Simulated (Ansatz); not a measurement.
# (SrO)1(MgS)3 [001] superlattice, started as rocksalt type: phonons and vibrational spectra

How does (SrO)1(MgS)3 [001] superlattice, started as rocksalt type vibrate, and is this structure a minimum?

Program: Ansatz 0.2.0. Level of theory: DFT PBE, scalar-relativistic, plane waves, PAW. Results are calculated unless marked as measured.

Most raw output is cut from this account.

The structure was built from a prototype and need not be the compound's stable phase.

### Step 1. The structure

Symmetry: P4/mmm, No. 123, tetragonal system. The conventional cell has a = 3.670 Å, b = 3.670 Å, c = 10.380 Å, α = 90.00°, β = 90.00°, γ = 90.00°. Mg has 5 S at 2.60 Å and 1 O at 2.60 Å nearest. Nearest to Mg lie 6 S at 2.59 to 2.60 Å. Nearest to O lie 4 Sr at 2.60 Å and 2 Mg at 2.60 Å. S has 5 Mg at 2.60 Å and 1 Sr at 2.60 Å nearest. Nearest to S lie 6 Mg at 2.59 to 2.60 Å. Sr has 4 O at 2.60 Å and 2 S at 2.60 Å nearest. Farther neighbours and most contacts between anions are not listed.

### Step 2. Rough relaxation

The start is far from rest, so a relaxation with loose tolerances brings it close first.

The input, input.yaml:

```yaml
crystal:
  lattice:
    - [2.595, 2.595, 0.0]
    - [-2.595, 2.595, 0.0]
    - [0.0, 0.0, 10.38]
  atoms:
    - { symbol: Mg, position: [0.5, 0.5, 0.25] }
    - { symbol: Mg, position: [0.0, 0.0, 0.5] }
    - { symbol: Mg, position: [0.5, 0.5, 0.75] }
    - { symbol: O, position: [0.5, 0.5, 0.0] }
    - { symbol: S, position: [0.0, 0.0, 0.25] }
    - { symbol: S, position: [0.5, 0.5, 0.5] }
    - { symbol: S, position: [0.0, 0.0, 0.75] }
    - { symbol: Sr, position: [0.0, 0.0, 0.0] }
kpoints:
  mp_grid: { grid: [6, 6, 2] }
hamiltonian:
  xc: pbe
scf:
  occupations: { method: gaussian, width: 0.1 }
output:
  forces: true
  stress: true
  eigenvalues: true
relax:
  adjacent_minimum: "off"
  f_tol: 0.05
  max_steps: 80
  cell: { stress_tol: 0.5 }
```

The run is started by

```
$ ansatz run input.yaml --threads 4 --pin off --max-ram 14336MiB --backend cpu --events-out ev --progress --plain --runs-dir out
```

The job ended after 12 s (4 threads of Arm Neoverse V1, shared host; peak memory 0.51 GiB).

Relaxation path:

| step | energy less that of the first step (eV) | largest force component (eV/Å) | pressure (GPa) | volume (Å³) |
| --- | --- | --- | --- | --- |
| 1 | 0.0000 | 2.0914 | 3.60 | 139.80 |
| 2 | -0.3661 | 0.6834 | -0.30 | 145.26 |
| 3 | -0.4084 | 0.1640 | 0.02 | 144.59 |
| 4 | -0.4151 | 0.0249 | 0.09 | 144.48 |
| 5 | -0.4165 | 0.0067 | -0.01 | 144.71 |
| 6* | -0.4201 | 0.0065 | 0.03 | 144.71 |

Relaxation steps marked * repeat the geometry before them on a plane-wave basis chosen anew for their cell, so energy and pressure can jump there.

The run keeps the 16 symmetry operations that it works with, so distortions that break them were not tested.

| conventional cell, symmetrised | before | after | change |
| --- | --- | --- | --- |
| a (Å) | 3.670 | 3.657 | -0.3 % |
| b (Å) | 3.670 | 3.657 | -0.3 % |
| c (Å) | 10.380 | 10.819 | +4.2 % |
| volume (Å³/atom) | 17.47 | 18.09 | +3.5 % |

The atoms that moved most (Å, as changes of fractional coordinates times the final cell):

| atom | dx | dy | dz | length |
| --- | --- | --- | --- | --- |
| S7 | 0.000 | 0.000 | -0.132 | 0.132 |
| S5 | 0.000 | 0.000 | 0.132 | 0.132 |
| Mg1 | 0.000 | 0.000 | -0.035 | 0.035 |
| Mg3 | 0.000 | 0.000 | 0.035 | 0.035 |

Final coordinates:

```cif
data_structure
_symmetry_space_group_name_H-M 'P 1'
_symmetry_Int_Tables_number 1
_cell_length_a 3.6573
_cell_length_b 3.6573
_cell_length_c 10.8186
_cell_angle_alpha 90.000
_cell_angle_beta 90.000
_cell_angle_gamma 90.000
_cell_volume 144.71
loop_
_atom_site_label
_atom_site_type_symbol
_atom_site_fract_x
_atom_site_fract_y
_atom_site_fract_z
_atom_site_occupancy
Mg1 Mg 0.50000 0.50000 0.24673 1
Mg2 Mg 0.00000 0.00000 0.50000 1
Mg3 Mg 0.50000 0.50000 0.75327 1
O4 O 0.50000 0.50000 0.00000 1
S5 S 0.00000 0.00000 0.26218 1
S6 S 0.50000 0.50000 0.50000 1
S7 S 0.00000 0.00000 0.73782 1
Sr8 Sr 0.00000 0.00000 0.00000 1
```

A gap read on the k-mesh alone can miss the band edges.

This step gave:

```yaml
pressure: 0.03225 GPa
gap_on_the_k_mesh: 2.428 eV
volume_per_atom: 18.09 Å³
direct_gap_on_mesh: 2.765 eV
```

In this step the volume went from 17.47 to 18.09 Å³/atom.

### Step 3. Bringing the structure to rest

The cell and atoms are relaxed, since residual forces and stress would shift the frequencies.

The input, input.yaml:

```yaml
crystal:
  lattice:
    - [2.5861280212, 2.5861280212, 0.0]
    - [-2.5861280212, 2.5861280212, 0.0]
    - [0.0, 0.0, 10.8185703896]
  atoms:
    - { symbol: Mg, position: [0.5, 0.5, 0.2467343676] }
    - { symbol: Mg, position: [0.0, 0.0, 0.5] }
    - { symbol: Mg, position: [0.5, 0.5, 0.7532656324] }
    - { symbol: O, position: [0.5, 0.5, 0.0] }
    - { symbol: S, position: [0.0, 0.0, 0.2621752377] }
    - { symbol: S, position: [0.5, 0.5, 0.5] }
    - { symbol: S, position: [0.0, 0.0, 0.7378247623] }
    - { symbol: Sr, position: [0.0, 0.0, 0.0] }
kpoints:
  mp_grid: { grid: [6, 6, 2] }
hamiltonian:
  xc: pbe
scf:
  occupations: { method: gaussian, width: 0.02 }
output:
  forces: true
  stress: true
  eigenvalues: true
relax:
  adjacent_minimum: "off"
  f_tol: 0.005
  max_steps: 80
  cell: { stress_tol: 0.05 }
```

Run time: 8.2 s. Hardware: 4 threads; peak memory 0.52 GiB; 30 s of CPU time.

Step by step:

| step | energy less that of the first step (eV) | largest force component (eV/Å) | pressure (GPa) | volume (Å³) |
| --- | --- | --- | --- | --- |
| 1 | 0.0000 | 0.0065 | 0.03 | 144.71 |
| 2 | 0.0000 | 0.0140 | -0.03 | 144.85 |
| 3 | 0.0000 | 0.0013 | -0.02 | 144.86 |
| 4* | -0.0001 | 0.0013 | -0.02 | 144.86 |

Relaxation steps marked * repeat the geometry before them on a plane-wave basis chosen anew for their cell, so energy and pressure can jump there.

The run keeps the 16 symmetry operations that it works with, so distortions that break them were not tested.

| conventional cell, symmetrised | before | after | change |
| --- | --- | --- | --- |
| a (Å) | 3.657 | 3.657 | -0.0 % |
| b (Å) | 3.657 | 3.657 | -0.0 % |
| c (Å) | 10.819 | 10.830 | +0.1 % |
| volume (Å³/atom) | 18.09 | 18.11 | +0.1 % |

Final coordinates:

```cif
data_structure
_symmetry_space_group_name_H-M 'P 1'
_symmetry_Int_Tables_number 1
_cell_length_a 3.6572
_cell_length_b 3.6572
_cell_length_c 10.8305
_cell_angle_alpha 90.000
_cell_angle_beta 90.000
_cell_angle_gamma 90.000
_cell_volume 144.86
loop_
_atom_site_label
_atom_site_type_symbol
_atom_site_fract_x
_atom_site_fract_y
_atom_site_fract_z
_atom_site_occupancy
Mg1 Mg 0.50000 0.50000 0.24725 1
Mg2 Mg 0.00000 0.00000 0.50000 1
Mg3 Mg 0.50000 0.50000 0.75275 1
O4 O 0.50000 0.50000 0.00000 1
S5 S 0.00000 0.00000 0.26227 1
S6 S 0.50000 0.50000 0.50000 1
S7 S 0.00000 0.00000 0.73773 1
Sr8 Sr 0.00000 0.00000 0.00000 1
```

This step gave:

| Quantity | Value |
| --- | --- |
| pressure | -0.01736 GPa |
| gap on the k-mesh | 2.423 eV |
| volume per atom | 18.11 Å³ |
| direct gap on mesh | 2.743 eV |

In this step the volume went from 18.09 to 18.11 Å³/atom.

### Step 4. Relaxing to small forces for the phonons

Phonons need a cell at rest on their own settings, so the relaxation is repeated with tight tolerances on forces and stress, using the mesh and the filling of the phonon run that follows.

The input, input.yaml:

```yaml
crystal:
  lattice:
    - [2.5859988373, 2.5859988373, 0.0]
    - [-2.5859988373, 2.5859988373, 0.0]
    - [0.0, 0.0, 10.8304789316]
  atoms:
    - { symbol: Mg, position: [0.5, 0.5, 0.2472545772] }
    - { symbol: Mg, position: [0.0, 0.0, 0.5] }
    - { symbol: Mg, position: [0.5, 0.5, 0.7527454228] }
    - { symbol: O, position: [0.5, 0.5, 0.0] }
    - { symbol: S, position: [0.0, 0.0, 0.2622655209] }
    - { symbol: S, position: [0.5, 0.5, 0.5] }
    - { symbol: S, position: [0.0, 0.0, 0.7377344791] }
    - { symbol: Sr, position: [0.0, 0.0, 0.0] }
kpoints:
  mp_grid: { grid: [8, 8, 2] }
hamiltonian:
  xc: pbe
scf:
  occupations: { method: fixed }
output:
  forces: true
  stress: true
  eigenvalues: true
relax:
  adjacent_minimum: "off"
  f_tol: 0.001
  max_steps: 60
  cell: { stress_tol: 0.01 }
```

Run time: 12 s. Hardware: 4 threads; peak memory 0.54 GiB.

Little changed from the start: no atom moved by 0.005 Å and no cell edge by 0.1 %.

This step gave:

```yaml
pressure: 0.001585 GPa
gap_on_the_k_mesh: 2.424 eV
volume_per_atom: 18.10 Å³
```

The largest force component left is 0.24 meV/Å and the pressure is 0.002 GPa, within the tolerances set. The cell now holds 18.10 Å³/atom.

### Step 5. Modes at Γ

The zone centre is the only wavevector solved here; it holds the modes that light can see, as far as symmetry allows. The response to a homogeneous field gives the Born charges and the dielectric tensor, and its change with displacement the Raman tensors.

The input, input.yaml:

```yaml
crystal:
  lattice:
    - [2.585510553, 2.585510553, 0.0]
    - [-2.585510553, 2.585510553, 0.0]
    - [0.0, 0.0, 10.8311337944]
  atoms:
    - { symbol: Mg, position: [0.5, 0.5, 0.247238246] }
    - { symbol: Mg, position: [0.0, 0.0, 0.5] }
    - { symbol: Mg, position: [0.5, 0.5, 0.752761754] }
    - { symbol: O, position: [0.5, 0.5, 0.0] }
    - { symbol: S, position: [0.0, 0.0, 0.2622645289] }
    - { symbol: S, position: [0.5, 0.5, 0.5] }
    - { symbol: S, position: [0.0, 0.0, 0.7377354711] }
    - { symbol: Sr, position: [0.0, 0.0, 0.0] }
kpoints:
  mp_grid: { grid: [8, 8, 2] }
hamiltonian:
  xc: pbe
scf:
  occupations: { method: fixed }
output:
  eigenvalues: true
phonons:
  method: dfpt
  dielectric: true
  rigid_motions: translations
  raman: true
```

The job ended after 6.5 min (4 threads; peak memory 2.2 GiB).

This step gave:

```
sum-rule residual before enforcement                    : 5.48e-4 eV/Å²
miss of the charge sum rule                             : 0.01633 e
estimated error of the dielectric tensor                : 0.02163
estimated error of the Born charges                     : 0.01507 e
point group                                             : 4/mmm
highest optical mode at the zone centre (no LO-TO term) : 320.5 cm⁻¹
lowest optical zone-centre mode                         : -201.3 cm⁻¹
mean high-frequency dielectric constant                 : 5.076
largest Born charge (third of the trace)                : -2.592 e
top of the zone-centre spectrum with the field          : 418.4 cm⁻¹
```

Without the LO-TO term. Patterns of degenerate modes are one choice out of their space. Modes at Γ, with each element's share of the kinetic energy (negative means imaginary):

| mode | frequency (cm⁻¹) | symmetry | Mg % | O % | S % | Sr % |
| --- | --- | --- | --- | --- | --- | --- |
| 1 | -201.3 | A2u | 52 | 43 | 3 | 2 |
| 2 | 0.0 | acoustic | 27 | 6 | 35 | 32 |
| 3 | 0.0 | acoustic | 27 | 6 | 35 | 32 |
| 4 | 0.0 | acoustic | 27 | 6 | 35 | 32 |
| 5 | 75.9 | Eu | 16 | 1 | 24 | 59 |
| 6 | 75.9 | Eu | 16 | 1 | 24 | 59 |
| 7 | 112.0 | Eg | 44 | 0 | 56 | 0 |
| 8 | 112.0 | Eg | 44 | 0 | 56 | 0 |
| 9 | 126.0 | Eu | 53 | 1 | 41 | 5 |
| 10 | 126.0 | Eu | 53 | 1 | 41 | 5 |
| 11 | 136.3 | A1g | 89 | 0 | 11 | 0 |
| 12 | 170.3 | A2u | 13 | 1 | 51 | 34 |
| 13 | 220.3 | A2u | 57 | 21 | 17 | 5 |
| 14 | 238.4 | Eu | 3 | 83 | 10 | 4 |
| 15 | 238.4 | Eu | 3 | 83 | 10 | 4 |
| 16 | 252.5 | Eu | 58 | 9 | 33 | 0 |
| 17 | 252.5 | Eu | 58 | 9 | 33 | 0 |
| 18 | 258.2 | Eg | 56 | 0 | 44 | 0 |
| 19 | 258.2 | Eg | 56 | 0 | 44 | 0 |
| 20 | 269.9 | Eu | 43 | 0 | 57 | 0 |
| 21 | 269.9 | Eu | 43 | 0 | 57 | 0 |
| 22 | 293.1 | A2u | 6 | 12 | 55 | 26 |
| 23 | 307.1 | A1g | 11 | 0 | 89 | 0 |
| 24 | 320.5 | A2u | 45 | 16 | 39 | 0 |

Displacements in mode 1 (-201.3 cm⁻¹), the largest set to 1:
```
Mg1  0.00  0.00 -0.63
Mg2  0.00  0.00 -0.11
Mg3  0.00  0.00 -0.63
O4   0.00  0.00  1.00
S5   0.00  0.00  0.08
S6   0.00  0.00  0.12
S7   0.00  0.00  0.08
Sr8  0.00  0.00  0.09
```

Displacements in mode 17 (252.5 cm⁻¹), the largest set to 1:
```
Mg1  0.13  1.00  0.00
Mg2  0.13  1.00  0.00
Mg3  0.13  1.00  0.00
O4  -0.11 -0.84  0.00
S5  -0.07 -0.55  0.00
S6  -0.10 -0.81  0.00
S7  -0.07 -0.55  0.00
Sr8  0.00  0.03  0.00
```

Optical modes at the zone centre, without and with the macroscopic field of the longitudinal modes; each column is sorted by frequency, so a row need not hold one and the same mode. Modes with and without the field, by row:

| rank among optical modes | no field (cm⁻¹) | q along (1, 0, 0) (cm⁻¹) | q along (0, 0, 1) (cm⁻¹) |
| --- | --- | --- | --- |
| 1 | -201.3 | -201.3 | 27.5 |
| 2 | 75.9 | 75.9 | 75.9 |
| 3 | 75.9 | 80.6 | 75.9 |
| 4 | 112 | 112 | 112 |
| 5 | 112 | 112 | 112 |
| 6 | 126 | 126 | 126 |
| 7 | 126 | 128.2 | 126 |
| 8 | 136.3 | 136.3 | 136.3 |
| 9 | 170.3 | 170.3 | 193.7 |
| 10 | 220.3 | 220.3 | 238.4 |
| 11 | 238.4 | 238.4 | 238.4 |
| 12 | 238.4 | 239.1 | 247 |
| 13 | 252.5 | 252.5 | 252.5 |
| 14 | 252.5 | 258.2 | 252.5 |
| 15 | 258.2 | 258.2 | 258.2 |
| 16 | 258.2 | 269.8 | 258.2 |
| 17 | 269.9 | 269.9 | 269.9 |
| 18 | 269.9 | 293.1 | 269.9 |
| 19 | 293.1 | 307.1 | 299.7 |
| 20 | 307.1 | 320.5 | 307.1 |
| 21 | 320.5 | 418.4 | 372.1 |

Born charge (rows field, columns displacement) (e), principal values of the symmetric part by kind of site:

| atom | atoms with these values | low | middle | high | mean |
| --- | --- | --- | --- | --- | --- |
| Mg1 | 2 | 2.23 | 2.41 | 2.41 | 2.35 |
| Mg2 | 1 | 2.05 | 2.33 | 2.33 | 2.23 |
| O4 | 1 | -2.75 | -2.51 | -2.51 | -2.59 |
| S5 | 2 | -2.35 | -2.35 | -2.03 | -2.25 |
| S6 | 1 | -2.33 | -2.33 | -2.20 | -2.29 |
| Sr8 | 1 | 2.40 | 2.40 | 2.50 | 2.43 |

In full for Sr8:

```
2.40 0.00 0.00
0.00 2.40 0.00
0.00 0.00 2.50
```

High-frequency dielectric tensor:

```
5.05 0.00 0.00
0.00 5.05 0.00
0.00 0.00 5.12
```

Transverse modes; imaginary modes are left out. Infrared lines, with heights relative to the strongest:

| position (cm⁻¹) | label | relative intensity |
| --- | --- | --- |
| 76 | Eu | 2.2 |
| 112 | Eg | 0.0 |
| 126 | Eu | 1.6 |
| 136 | A1g | 0.0 |
| 170 | A2u | 4.4 |
| 220 | A2u | 3.4 |
| 238 | Eu | 5.0 |
| 252 | Eu | 100 |
| 258 | Eg | 0.0 |
| 270 | Eu | 0.9 |
| 293 | A2u | 2.3 |
| 307 | A1g | 0.0 |
| 320 | A2u | 6.5 |

Activity x (w_L - w)^4 (n + 1)/w, 532 nm, 300 K; imaginary modes are left out; modes without the macroscopic field alone. Raman lines, with heights relative to the strongest:

| position (cm⁻¹) | label | relative intensity |
| --- | --- | --- |
| 76 | Eu | 0.0 |
| 112 | Eg | 53 |
| 126 | Eu | 0.0 |
| 136 | A1g | 100 |
| 170 | A2u | 0.0 |
| 220 | A2u | 0.0 |
| 238 | Eu | 0.0 |
| 252 | Eu | 0.0 |
| 258 | Eg | 8.1 |
| 270 | Eu | 0.0 |
| 293 | A2u | 0.0 |
| 307 | A1g | 57 |
| 320 | A2u | 0.0 |

Before it was imposed, the acoustic sum rule was missed by 5.5e-4 eV/Å² and the charge sum rule by 0.016 e. Small misses are needed for a sound result but don't prove that mesh and cutoff are converged. The lowest optical mode is imaginary, 201.3i cm⁻¹, so the energy falls along it.

The log warns of the k mesh: “the force constants stand on the 8×8×2 k-mesh, whose period is 11.80 times the interband length at k = (0.0000, 0.0000, 0.0000), direct gap 2.794 eV, under 14: take them and everything formed from them as unconverged”.

### Step 6. Isotope substitution, element Mg, natural mass 24.305 amu

An isotope changes the mass and not the force constants, so no new electronic calculation is needed; the shifts show which modes move this element.

The same force constants with the mass of Mg changed from 24.305 to 25.983 u (phonopy, no LO-TO term). Both lists are sorted by frequency; levels can cross, so a row need not hold one and the same mode. Modes under 3 cm⁻¹ are left out. Isotope shifts, by row:

| q | rank | natural mass (cm⁻¹) | changed mass (cm⁻¹) |
| --- | --- | --- | --- |
| 0 0 0 | 1 | -201.3 | -197.8 |
| 0 0 0 | 5 | 75.91 | 75.49 |
| 0 0 0 | 6 | 75.91 | 75.49 |
| 0 0 0 | 7 | 112 | 110.3 |
| 0 0 0 | 8 | 112 | 110.3 |
| 0 0 0 | 9 | 126 | 123.8 |
| 0 0 0 | 10 | 126 | 123.8 |
| 0 0 0 | 11 | 136.3 | 132.3 |
| 0 0 0 | 12 | 170.3 | 169.5 |
| 0 0 0 | 13 | 220.3 | 216.2 |
| 0 0 0 | 14 | 238.4 | 238.1 |
| 0 0 0 | 15 | 238.4 | 238.1 |
| 0 0 0 | 16 | 252.5 | 247.8 |
| 0 0 0 | 17 | 252.5 | 247.8 |
| 0 0 0 | 18 | 258.2 | 253.6 |
| 0 0 0 | 19 | 258.2 | 253.6 |
| 0 0 0 | 20 | 269.9 | 266.2 |
| 0 0 0 | 21 | 269.9 | 266.2 |
| 0 0 0 | 22 | 293.1 | 292.5 |
| 0 0 0 | 23 | 307.1 | 306.1 |
| 0 0 0 | 24 | 320.5 | 315.9 |

A mode of this element alone would shift by -3.28 %. The highest zone-centre frequency without the field goes from 320.5 to 315.9 cm⁻¹ (-1.4 %).

### Step 7. Another isotope, element O, natural mass 15.999 amu

The same for O, from 16.00 to 18.00 u.

A mode of this element alone would shift by -5.72 %. The highest zone-centre frequency without the field goes from 320.5 to 317.9 cm⁻¹ (-0.8 %).

### Step 8. Isotope substitution, element S, natural mass 32.06 amu

The same for S, from 32.06 to 33.97 u.

A mode of this element alone would shift by -2.85 %. The highest zone-centre frequency without the field goes from 320.5 to 317.2 cm⁻¹ (-1.0 %).

### Step 9. Another isotope, element Sr, natural mass 87.62 amu

The same for Sr, from 87.62 to 85.91 u.

The same force constants with the mass of Sr changed from 87.620 to 85.909 u (phonopy, no LO-TO term). Both lists are sorted by frequency; levels can cross, so a row need not hold one and the same mode. Modes under 3 cm⁻¹ are left out. Isotope shifts, by row:

| q | rank | natural mass (cm⁻¹) | changed mass (cm⁻¹) |
| --- | --- | --- | --- |
| 0 0 0 | 1 | -201.3 | -201.3 |
| 0 0 0 | 5 | 75.91 | 76.35 |
| 0 0 0 | 6 | 75.91 | 76.35 |
| 0 0 0 | 7 | 112 | 112 |
| 0 0 0 | 8 | 112 | 112 |
| 0 0 0 | 9 | 126 | 126.1 |
| 0 0 0 | 10 | 126 | 126.1 |
| 0 0 0 | 11 | 136.3 | 136.3 |
| 0 0 0 | 12 | 170.3 | 170.9 |
| 0 0 0 | 13 | 220.3 | 220.4 |
| 0 0 0 | 14 | 238.4 | 238.5 |
| 0 0 0 | 15 | 238.4 | 238.5 |
| 0 0 0 | 16 | 252.5 | 252.5 |
| 0 0 0 | 17 | 252.5 | 252.5 |
| 0 0 0 | 18 | 258.2 | 258.2 |
| 0 0 0 | 19 | 258.2 | 258.2 |
| 0 0 0 | 20 | 269.9 | 269.9 |
| 0 0 0 | 21 | 269.9 | 269.9 |
| 0 0 0 | 22 | 293.1 | 293.9 |
| 0 0 0 | 23 | 307.1 | 307.1 |
| 0 0 0 | 24 | 320.5 | 320.5 |

A mode of this element alone would shift by +0.99 %. The highest zone-centre frequency without the field goes from 320.5 to 320.5 cm⁻¹ (+0.0 %).

### Step 10. Summary of results

```yaml
space_group_after_relaxation_within_0p01_a: P4/mmm
volume_per_atom: 18.1 Å³
gap_on_the_k_mesh: 2.42 eV
highest_optical_mode_at_the_zone_centre_no_lo_to_term: 321 cm⁻¹
top_of_the_zone_centre_spectrum_with_the_field: 418 cm⁻¹
lowest_optical_zone_centre_mode: -201 cm⁻¹
mean_high_frequency_dielectric_constant: 5.08
largest_born_charge_third_of_the_trace: -2.59 e
imaginary_modes_at_gamma_the_only_wavevector_solved: yes
```

**Reading.** A zone-centre mode is imaginary (201.3i cm⁻¹), so this structure is not a minimum of the energy. Without the field, the optical modes at Γ span -201 to 321 cm⁻¹ (negative means imaginary). The dispersion is not part of this account. The highest mode in this list at Γ, 320.5 cm⁻¹, has its largest share on Mg (45 % of the kinetic energy). With the macroscopic field of the longitudinal modes the top of the zone-centre spectrum lies at 418 cm⁻¹, against 321 cm⁻¹ without it. Among the real modes, the strongest infrared line is at 252 cm⁻¹. Averaged over orientations, the strongest Raman line at 532 nm and 300 K is at 136 cm⁻¹. With the field response the log warns that the k mesh is coarse for the force constants too, so the frequencies may not be converged. The starting cell was built on a prototype and not taken from a measurement, so the phase need not exist. These are harmonic frequencies at zero temperature: anharmonic shifts, linewidths and thermal expansion are left out.

[Logs are printed without paths, hosts, clocks, repeated set-up lines and the standing remarks that a program may print on its own settings, such as how far it seeks lower states.]

[Hosts, paths, dates, database ids (printed as entryN), source tags and the programs' standing remarks are cut or masked in the printed files.]
